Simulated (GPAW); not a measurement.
# Core-hole calculation of the O K edge in HfO2 (P2_1/c), part 3 of 4

How does the O K edge of HfO2 (P2_1/c) move when the bonds are compressed or stretched?

GPAW 26.7.0; X-ray absorption from dipole matrix elements to empty bands, plane-wave PAW revPBE.

So far. Step 4 (Spectrum with FCH, O atom 5): The hole costs E(hole) − E(ground) = 528.98 eV, and the lowest empty level of the hole cell on the spectrum's mesh lies at 11.41 eV, which puts the zero at 540.39 eV. One term is added: -8.91 eV, since the hole is spin-paired here and a spin-polarised one costs that much less in the free atom (computed apart). The photon energy is then 531.48 eV. The functional and the charged cell's background leave an error of a few eV in such absolute values.

## Step 7: Cell without a hole, the energy reference

Level of this step: plane-wave PAW DFT, revPBE, self-consistent field (GPAW).

The cell changes for the next run, so it gets a reference energy of its own.

The cell differs from the one that the last finished run ended in (a 5.014 → 5.066 Å, b 5.080 → 5.133 Å, c 5.176 → 5.231 Å).

Contents of scf.py:

```python
import numpy as np
from ase import Atoms
from ase.parallel import parprint, paropen
from gpaw import GPAW, PW, FermiDirac, Mixer, MixerDif, setup_paths
from gpaw.test import gen
setup_paths.insert(0, '.')
gen('O', name='nch1s', xcname='revPBE', corehole=(1, 0, 0), write_xml=True)
from gpaw.mpi import world
world.barrier()

atoms = Atoms('Hf4O8',
    cell=[[5.0662995, 0, 0],
     [0, 5.13331561, 0],
     [-0.8499891, 0, 5.16119821]],
    scaled_positions=[[0.2755, 0.4603, 0.708],
     [0.7245, 0.9603, 0.792],
     [0.7245, 0.5397, 0.292],
     [0.2755, 0.0397, 0.208],
     [0.0742, 0.1684, 0.8467],
     [0.9258, 0.6684, 0.6533],
     [0.9258, 0.8316, 0.1533],
     [0.0742, 0.3316, 0.3467],
     [0.4487, 0.7419, 0.9801],
     [0.5513, 0.2419, 0.5199],
     [0.5513, 0.2581, 0.0199],
     [0.4487, 0.7581, 0.4801]],
    pbc=True)
atoms.calc = calc = GPAW(legacy_gpaw=True, mode=PW(500, force_complex_dtype=True), xc='revPBE', setups={4: 'nch1s'},
    kpts={'size': (4, 4, 4), 'gamma': True}, occupations=FermiDirac(0.02),
    charge=0, mixer=Mixer(0.1, 5, 50), maxiter=150,
    convergence={'density': 0.0001, 'eigenstates': 1e-6}, txt='scf.txt')
energy = atoms.get_potential_energy() + calc.get_reference_energy()
ef = calc.get_fermi_level()
out = dict(energy=energy, fermi=ef, forces=atoms.get_forces().tolist())
parprint(f'all-electron energy {energy:.4f} eV, Fermi level {ef:.4f} eV')
ev = np.array([[calc.get_eigenvalues(k, s) for k in range(len(calc.get_ibz_k_points()))] for s in range(calc.get_number_of_spins())])
out['homo'], out['lumo'], out['counts'] = ev[ev < ef].max(), ev[ev > ef].min(), sorted(set((ev < ef).sum((0, 2)).tolist()))
out['filled'] = (ev[:, 0] < ef).sum(1).tolist()
import json
with paropen('out.json', 'w') as f:
    json.dump(out, f)
```

Run with:

```console
OMP_NUM_THREADS=1 mpirun -n 4 gpaw python scf.py
```

Numbers of over 12 decimals in the logs are rounded to 6 here.

What it wrote:

```text
Input parameters:
  convergence: {density: 0.0001,
                eigenstates: 1e-06}
  kpts: {gamma: True,
         size: (4, 4, 4)}
  maxiter: 150
  mixer: {backend: pulay,
          beta: 0.1,
          method: separate,
          nmaxold: 5,
          weight: 50}
  mode: {ecut: 500.0,
         force_complex_dtype: True,
         name: pw}
  occupations: {fixmagmom: False,
                name: fermi-dirac,
[...]
2s(2) :    -0.881898     1.082464
*s    :     0.118102
2p(4) :    -0.329595     0.879738
*p    :     0.670405
*d    :     0.000000
--------------------------------

Diagonalizing with gridspacing h=0.050

state   all-electron     PAW
-------------------------------
2s:      -0.881898    -0.883008
2p:      -0.329595    -0.333354
*d:                    0.048653
*f:                    0.076486
-------------------------------
all-electron energy -1656025.7521 eV, Fermi level 8.1242 eV
[key lines of the parts left out:]
Converged after 19 iterations.
Dipole moment: (-0.000000, 0.000000, -0.000000) |e|*Ang
Free energy:   -105.011697
Fermi level: 8.12420
```

The job ended after 52 s (4 MPI ranks of Intel Xeon Platinum 8375C at 2.90GHz (Ice Lake), shared host; peak memory 0.29 GiB).

Reference energy: -1656025.752 eV with the cores included.

## Step 8: Spectrum with FCH, O atom 5

Shorter bonds are expected to push antibonding states and scattering resonances up, and longer ones down; the cell is scaled to test that.

Changed against the first core-hole run: volume scale from 1 to 0.97.

Contents of xas.py:

```python
import numpy as np
from ase import Atoms
from ase.parallel import parprint, paropen
from gpaw import GPAW, PW, FermiDirac, Mixer, MixerDif, setup_paths
from gpaw.test import gen
setup_paths.insert(0, '.')
gen('O', name='fch1s', xcname='revPBE', corehole=(1, 0, 1), write_xml=True)
from gpaw.mpi import world
world.barrier()

atoms = Atoms('Hf4O8',
    cell=[[5.0662995, 0, 0],
     [0, 5.13331561, 0],
     [-0.8499891, 0, 5.16119821]],
    scaled_positions=[[0.2755, 0.4603, 0.708],
     [0.7245, 0.9603, 0.792],
     [0.7245, 0.5397, 0.292],
     [0.2755, 0.0397, 0.208],
     [0.0742, 0.1684, 0.8467],
     [0.9258, 0.6684, 0.6533],
     [0.9258, 0.8316, 0.1533],
     [0.0742, 0.3316, 0.3467],
     [0.4487, 0.7419, 0.9801],
     [0.5513, 0.2419, 0.5199],
     [0.5513, 0.2581, 0.0199],
     [0.4487, 0.7581, 0.4801]],
    pbc=True)
atoms.calc = calc = GPAW(legacy_gpaw=True, mode=PW(500, force_complex_dtype=True), xc='revPBE', setups={4: 'fch1s'},
    kpts={'size': (4, 4, 4), 'gamma': True}, occupations=FermiDirac(0.02),
    charge=0, mixer=Mixer(0.1, 5, 50), maxiter=150,
    convergence={'density': 0.0001, 'eigenstates': 1e-6}, txt='scf.txt')
energy = atoms.get_potential_energy() + calc.get_reference_energy()
ef = calc.get_fermi_level()
out = dict(energy=energy, fermi=ef, forces=atoms.get_forces().tolist())
parprint(f'all-electron energy {energy:.4f} eV, Fermi level {ef:.4f} eV')
ev = np.array([[calc.get_eigenvalues(k, s) for k in range(len(calc.get_ibz_k_points()))] for s in range(calc.get_number_of_spins())])
out['homo'], out['lumo'], out['counts'] = ev[ev < ef].max(), ev[ev > ef].min(), sorted(set((ev < ef).sum((0, 2)).tolist()))
out['filled'] = (ev[:, 0] < ef).sum(1).tolist()

from ase.units import Ha
from gpaw.xas import dipole_matrix_elements
nb = int(calc.get_number_of_electrons() / 2) + 103
top, nb = nb, nb + 8 + nb // 12
nscf = calc.fixed_density(kpts={'size': (5, 5, 5), 'gamma': True}, nbands=nb,
    convergence={'bands': top, 'eigenstates': 5e-3}, maxiter=60, txt='nscf.txt')
cell = atoms.cell.array
ops = [cell.T @ U.T @ np.linalg.inv(cell.T) for U in nscf.wfs.kd.symmetry.op_scc]
filled = [48]  # bands filled in the ground state, by spin
E = np.arange(-6, 34, 0.1)
fwhm = np.interp(E, [4, 25], [0.9, 3.5])
Y, X, zero, highest = 0, 0, 1e9, 1e9
for spin in range(nscf.get_number_of_spins()):
    wfs = nscf.wfs
    mine = wfs.bd.get_slice()  # this rank's bands
    A = dipole_matrix_elements(wfs.setups[4])
    eps = np.zeros((wfs.kd.nibzkpts, nb))
    d = np.zeros((3, A.shape[1], wfs.kd.nibzkpts, nb), complex)
    for kpt in wfs.kpt_u:
        if kpt.s == spin and 4 in kpt.P_ani:
            eps[kpt.k, mine] = kpt.eps_n * Ha
            d[:, :, kpt.k, mine] = (kpt.weight * wfs.nspins / 2) ** 0.5 * np.inner(A, kpt.P_ani[4])
    world.sum(eps)
    world.sum(d)
    T = np.einsum('amkn,bmkn->abkn', d, d.conj()).real
    T = sum(np.einsum('ai,ijkn,bj->abkn', R, T, R) for R in ops) / len(ops)
    empty = np.ones_like(eps, bool) & (np.arange(nb) >= filled[spin])
    zero, highest = min(zero, eps[empty].min()), min(highest, eps[:, top - 1].min())
    lines = [(eps, T, empty)] if spin == 0 else lines + [(eps, T, empty)]
for eps, T, empty in lines:
    f = np.einsum('aakn->akn', T).reshape(3, -1)
    x = eps.ravel() - zero
    w = np.interp(x, E, fwhm) / 2.35482
    g = np.exp(-0.5 * ((E[:, None] - x) / w) ** 2) / (w * (2 * np.pi) ** 0.5)
    Y = Y + (f * empty.ravel()) @ g.T
    X = X + (f * ~empty.ravel()) @ g.T
out.update(E=E.round(2).tolist(), xas=Y.tolist(), xes=X.tolist(), zero=zero, valid=highest - zero, nk=len(eps), nb=nb)
for i in range(0, len(E), 10):
    parprint(f'{E[i]:7.2f}', *(f'{v:10.3e}' for v in Y[:, i]))
import json
with paropen('out.json', 'w') as f:
    json.dump(out, f)
```

Run with:

```console
OMP_NUM_THREADS=1 mpirun -n 4 gpaw python xas.py
```

What it wrote:

```text
Input parameters:
  convergence: {density: 0.0001,
                eigenstates: 1e-06}
  kpts: {gamma: True,
         size: (4, 4, 4)}
  maxiter: 150
  mixer: {backend: pulay,
          beta: 0.1,
          method: separate,
          nmaxold: 5,
          weight: 50}
  mode: {ecut: 500.0,
         force_complex_dtype: True,
         name: pw}
  occupations: {fixmagmom: False,
                name: fermi-dirac,
[...]
*p    :    -0.060364
*d    :     0.000000
--------------------------------

Diagonalizing with gridspacing h=0.050

state   all-electron     PAW
-------------------------------
2s:      -1.610682    -1.612130
2p:      -1.060364    -1.066633
*d:                   -0.064109
*f:                   -0.013753
-------------------------------
all-electron energy -1655497.1335 eV, Fermi level 8.5423 eV
[...]
32.00  5.549e-05  5.823e-05  5.771e-05
  33.00  5.446e-05  5.595e-05  5.997e-05
[key lines of the parts left out:]
Converged after 17 iterations.
Dipole moment: (-0.183856, -0.352400, 0.339753) |e|*Ang
Free energy:   -131.494958
Fermi level: 8.54229
```

It took 2.3 min on 4 MPI ranks; peak memory 0.56 GiB; 9.2 min of CPU time.

```csv
E (eV),first run,this run
-2.0,0.00,0.00
-1.0,0.00,0.00
0.0,0.37,0.35
1.0,1.20,1.15
2.0,1.23,1.28
3.0,0.92,0.89
4.0,1.57,1.31
5.0,2.25,2.24
6.0,1.40,1.67
7.0,0.77,0.89
8.0,0.85,0.78
9.0,1.07,0.99
10.0,1.02,1.04
11.0,1.04,1.03
12.0,0.92,0.97
13.0,0.75,0.77
14.0,0.75,0.73
15.0,0.76,0.75
16.0,0.74,0.74
17.0,0.72,0.72
18.0,0.70,0.71
19.0,0.65,0.67
20.0,0.61,0.62
21.0,0.59,0.59
22.0,0.59,0.58
23.0,0.60,0.59
24.0,0.61,0.60
25.0,0.64,0.62
26.0,0.67,0.65
27.0,0.72,0.69
28.0,0.78,0.74
29.0,0.84,0.80
30.0,0.90,0.85
31.0,0.92,0.90
32.0,0.92,0.92
```

The scaled spectrum changes by 9 % r.m.s. The highest intensity below 16 eV goes from 4.8 eV (2.28) to 5.1 eV (2.25).

The photon energy of the zero moves by +0.08 eV.

## Step 9: Cell without a hole, the energy reference

The cell changes for the next run, so it gets a reference energy of its own.

The cell differs from the one that the last finished run ended in (a 5.066 → 5.169 Å, b 5.133 → 5.237 Å, c 5.231 → 5.336 Å).

scf.py, as its differences from that of step 7:

```diff
@@ -11,5 +11,5 @@
 atoms = Atoms('Hf4O8',
-    cell=[[5.0662995, 0, 0],
-     [0, 5.13331561, 0],
-     [-0.8499891, 0, 5.16119821]],
+    cell=[[5.16867656, 0, 0],
+     [0, 5.2370469, 0],
+     [-0.86716523, 0, 5.26549295]],
     scaled_positions=[[0.2755, 0.4603, 0.708],
```

Run with:

```console
OMP_NUM_THREADS=1 mpirun -n 4 gpaw python scf.py
```

What it wrote:

```text
Input parameters:
  convergence: {density: 0.0001,
                eigenstates: 1e-06}
  kpts: {gamma: True,
         size: (4, 4, 4)}
  maxiter: 150
  mixer: {backend: pulay,
          beta: 0.1,
          method: separate,
          nmaxold: 5,
          weight: 50}
  mode: {ecut: 500.0,
         force_complex_dtype: True,
         name: pw}
  occupations: {fixmagmom: False,
                name: fermi-dirac,
[...]
2s(2) :    -0.881898     1.082464
*s    :     0.118102
2p(4) :    -0.329595     0.879738
*p    :     0.670405
*d    :     0.000000
--------------------------------

Diagonalizing with gridspacing h=0.050

state   all-electron     PAW
-------------------------------
2s:      -0.881898    -0.883008
2p:      -0.329595    -0.333354
*d:                    0.048653
*f:                    0.076486
-------------------------------
all-electron energy -1656026.3162 eV, Fermi level 7.4667 eV
[key lines of the parts left out:]
Converged after 23 iterations.
Dipole moment: (-0.000000, -0.000000, 0.000000) |e|*Ang
Free energy:   -105.575826
Fermi level: 7.46669
```

It took 60 s on 4 MPI ranks; peak memory 0.3 GiB.

Reference energy: -1656026.316 eV with the cores included.

## Step 10: Spectrum with FCH, O atom 5

Shorter bonds are expected to push antibonding states and scattering resonances up, and longer ones down; the cell is scaled to test that.

Changed against the first core-hole run: volume scale from 1 to 1.03.

xas.py, as its differences from that of step 8:

```diff
@@ -11,5 +11,5 @@
 atoms = Atoms('Hf4O8',
-    cell=[[5.0662995, 0, 0],
-     [0, 5.13331561, 0],
-     [-0.8499891, 0, 5.16119821]],
+    cell=[[5.16867656, 0, 0],
+     [0, 5.2370469, 0],
+     [-0.86716523, 0, 5.26549295]],
     scaled_positions=[[0.2755, 0.4603, 0.708],
@@ -41,3 +41,3 @@
 from gpaw.xas import dipole_matrix_elements
-nb = int(calc.get_number_of_electrons() / 2) + 103
+nb = int(calc.get_number_of_electrons() / 2) + 108
 top, nb = nb, nb + 8 + nb // 12
```

Run with:

```console
OMP_NUM_THREADS=1 mpirun -n 4 gpaw python xas.py
```

What it wrote:

```text
Input parameters:
  convergence: {density: 0.0001,
                eigenstates: 1e-06}
  kpts: {gamma: True,
         size: (4, 4, 4)}
  maxiter: 150
  mixer: {backend: pulay,
          beta: 0.1,
          method: separate,
          nmaxold: 5,
          weight: 50}
  mode: {ecut: 500.0,
         force_complex_dtype: True,
         name: pw}
  occupations: {fixmagmom: False,
                name: fermi-dirac,
[...]
*p    :    -0.060364
*d    :     0.000000
--------------------------------

Diagonalizing with gridspacing h=0.050

state   all-electron     PAW
-------------------------------
2s:      -1.610682    -1.612130
2p:      -1.060364    -1.066633
*d:                   -0.064109
*f:                   -0.013753
-------------------------------
all-electron energy -1655497.0060 eV, Fermi level 7.7320 eV
[...]
32.00  5.381e-05  5.533e-05  6.199e-05
  33.00  5.227e-05  5.449e-05  6.379e-05
[key lines of the parts left out:]
Converged after 18 iterations.
Dipole moment: (-0.166048, -0.368634, 0.342840) |e|*Ang
Free energy:   -131.367509
Fermi level: 7.73200
```

Wall time 2.4 min (4 MPI ranks); peak memory 0.59 GiB; 9.5 min of CPU time.

```
E (eV)  first run  this run
  -2.0       0.00      0.00
  -1.0       0.00      0.00
   0.0       0.37      0.39
   1.0       1.20      1.25
   2.0       1.23      1.18
   3.0       0.92      0.99
   4.0       1.57      1.87
   5.0       2.25      2.13
   6.0       1.40      1.14
   7.0       0.77      0.73
   8.0       0.85      0.94
   9.0       1.07      1.11
  10.0       1.02      1.00
  11.0       1.04      1.04
  12.0       0.92      0.88
  13.0       0.75      0.75
  14.0       0.75      0.77
  15.0       0.76      0.77
  16.0       0.74      0.74
  17.0       0.72      0.71
  18.0       0.70      0.68
  19.0       0.65      0.63
  20.0       0.61      0.60
  21.0       0.59      0.59
  22.0       0.59      0.60
  23.0       0.60      0.61
  24.0       0.61      0.63
  25.0       0.64      0.66
  26.0       0.67      0.70
  27.0       0.72      0.76
  28.0       0.78      0.83
  29.0       0.84      0.89
  30.0       0.90      0.93
  31.0       0.92      0.93
  32.0       0.92      0.92
```

The scaled spectrum changes by 9 % r.m.s. The highest intensity below 16 eV goes from 4.8 eV (2.28) to 4.6 eV (2.32).

The photon energy of the zero moves by -0.09 eV.

## Step 11: Reference energy of the cell

The cell changes for the next run, so it gets a reference energy of its own.

The cell differs from the one that the last finished run ended in (a 5.169 → 5.218 Å, b 5.237 → 5.287 Å, c 5.336 → 5.388 Å).

scf.py, as its differences from that of step 9:

```diff
@@ -11,5 +11,5 @@
 atoms = Atoms('Hf4O8',
-    cell=[[5.16867656, 0, 0],
-     [0, 5.2370469, 0],
-     [-0.86716523, 0, 5.26549295]],
+    cell=[[5.21837843, 0, 0],
+     [0, 5.28740621, 0],
+     [-0.87550387, 0, 5.31612579]],
     scaled_positions=[[0.2755, 0.4603, 0.708],
```

Run with:

```console
OMP_NUM_THREADS=1 mpirun -n 4 gpaw python scf.py
```

What it wrote:

```text
Input parameters:
  convergence: {density: 0.0001,
                eigenstates: 1e-06}
  kpts: {gamma: True,
         size: (4, 4, 4)}
  maxiter: 150
  mixer: {backend: pulay,
          beta: 0.1,
          method: separate,
          nmaxold: 5,
          weight: 50}
  mode: {ecut: 500.0,
         force_complex_dtype: True,
         name: pw}
  occupations: {fixmagmom: False,
                name: fermi-dirac,
[...]
2s(2) :    -0.881898     1.082464
*s    :     0.118102
2p(4) :    -0.329595     0.879738
*p    :     0.670405
*d    :     0.000000
--------------------------------

Diagonalizing with gridspacing h=0.050

state   all-electron     PAW
-------------------------------
2s:      -0.881898    -0.883008
2p:      -0.329595    -0.333354
*d:                    0.048653
*f:                    0.076486
-------------------------------
all-electron energy -1656026.3037 eV, Fermi level 7.1902 eV
[key lines of the parts left out:]
Converged after 22 iterations.
Dipole moment: (-0.000000, -0.000000, 0.000000) |e|*Ang
Free energy:   -105.563270
Fermi level: 7.19019
```

Elapsed: 57 s, on 4 MPI ranks; peak memory 0.3 GiB; 3.8 min of CPU time.

Reference energy: -1656026.304 eV with the cores included.

(Part 3 of 4 ends here.)

[Banner, clock and machine lines of the logs are left out without a mark of their own.]

[Logs are printed without paths, hosts, clocks, repeated set-up lines and the standing remarks that a program may print on its own settings, such as how far it seeks lower states.]

[Hosts, paths, dates, database ids (printed as entryN), source tags and the programs' standing remarks are cut or masked in the printed files.]

[Lists of maxima count a maximum above −3 eV only where it reaches 4 % of the highest in the window and stands out from its surroundings by 2 % of it (1.5 % where it reaches 55 %); shoulders and weaker maxima are passed over, and of the rest the first, up to two pre-edge ones and the few strongest are named.]
